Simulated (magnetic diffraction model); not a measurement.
## Magnetic neutron pattern of Sr2Nd2Co4S11

Space group Pmmm (no. 47), a = 4.5570 Å, b = 8.9510 Å, c = 9.1870 Å.

```
site  atom    x       y       z
  2t    Nd  1/2     1/2  0.2731
  2s    Sr  1/2       0  0.2490
  2m    Co    0  0.2525       0
  2n    Co    0  0.2506     1/2
  4u     S    0  0.2840  0.7625
  1c     S    0       0     1/2
  1a     S    0       0       0
  2o     S  1/2  0.3115       0
  2p     S  1/2  0.2684     1/2
  1g     S    0     1/2     1/2
```

The compound is invented for this exercise: a known structure type with other elements, its cell scaled to their sizes and not relaxed.

Only Nd and Co are taken to order (form factors of Nd3+ and Co3+); orders and moment sizes are assumed, and not adapted to the symmetry. Radiation: neutrons of λ = 2.0775 Å, 5° to 40°; isotropic B of 0.33 Å² (Nd), 0.34 Å² (Sr), 0.47 Å² (Co) and 0.58 Å² (S). Simulated constant-wavelength pattern: nuclear and magnetic terms add, the magnetic one as |2.695 fm × Σ f S⊥ exp(2πi Q·r) exp(−B s²)|², summed over all Q at one angle with the factor 1/(sin²θ cos θ). For collinear order S is the moment m, which repeats by lattice and centring translations R with the sign exp(−2πi k·R). Free-ion form factors, Sears's scattering lengths of 1992, no absorption; a label names one of the reflections at its angle. The strongest nuclear line in the range is 100, and lines under 0.2 are left out.

Assume the order k = (0 1/2 1/2), collinear moments along [101], 0.87 μB on Nd and 1.16 μB on Co; signs + at (1/2, 1/2, 0.2731), − at (1/2, 1/2, 0.7269), − at (0, 0.2525, 0), + at (0, 0.7475, 0), + at (0, 0.2506, 1/2), − at (0, 0.7494, 1/2).

Predict the pattern, nuclear and magnetic parts apart.

```tsv
2θ (°)	index	nuclear	magnetic
9.29	(0 1/2 1/2)	0.0	44.7
12.98	(0 0 1)	6.7	0.0
13.33	(0 1 0)	5.5	0.0
18.65	(0 1 1)	4.6	0.0
20.65	(0 1/2 3/2)	0.0	4.5
21.09	(0 3/2 1/2)	0.0	12.7
26.14	(0 0 2)	10.5	0.0
26.35	(1 0 0)	12.0	0.0
26.84	(0 2 0)	6.3	0.0
28.00	(1 1/2 1/2)	0.0	11.2
28.13	(0 3/2 3/2)	0.0	5.1
29.45	(0 1 2)	1.5	0.0
29.64	(1 1 0)	3.2	0.0
29.92	(0 2 1)	2.9	0.0
32.48	(1 1 1)	0.8	0.0
33.54	(0 1/2 5/2)	0.0	0.9
33.71	(1 1/2 3/2)	0.0	6.5
33.99	(1 3/2 1/2)	0.0	8.0
34.38	(0 5/2 1/2)	0.0	4.2
37.46	(1 0 2)	62.6	0.0
37.82	(0 2 2)	88.4	0.0
37.97	(1 2 0)	100.0	0.0
38.78	(0 3/2 5/2)	0.0	1.2
38.93	(1 3/2 3/2)	0.0	5.5
39.27	(0 5/2 3/2)	0.0	2.9
39.93	(1 1 2)	9.4	0.0
```

The strongest magnetic line in the range is (0 1/2 1/2) at 9.29° (44.7). On top of the Lorentz factor, which all lines share, magnetic lines fade with angle because f falls: for Nd3+ it is 0.98, 0.90, 0.79 and 0.54 at sin θ/λ = 0.1, 0.2, 0.3 and 0.5 Å⁻¹, while nuclear lengths stay constant. The order has no net moment.

[Logs are printed without paths, hosts, clocks, repeated set-up lines and the standing remarks that a program may print on its own settings, such as how far it seeks lower states.]
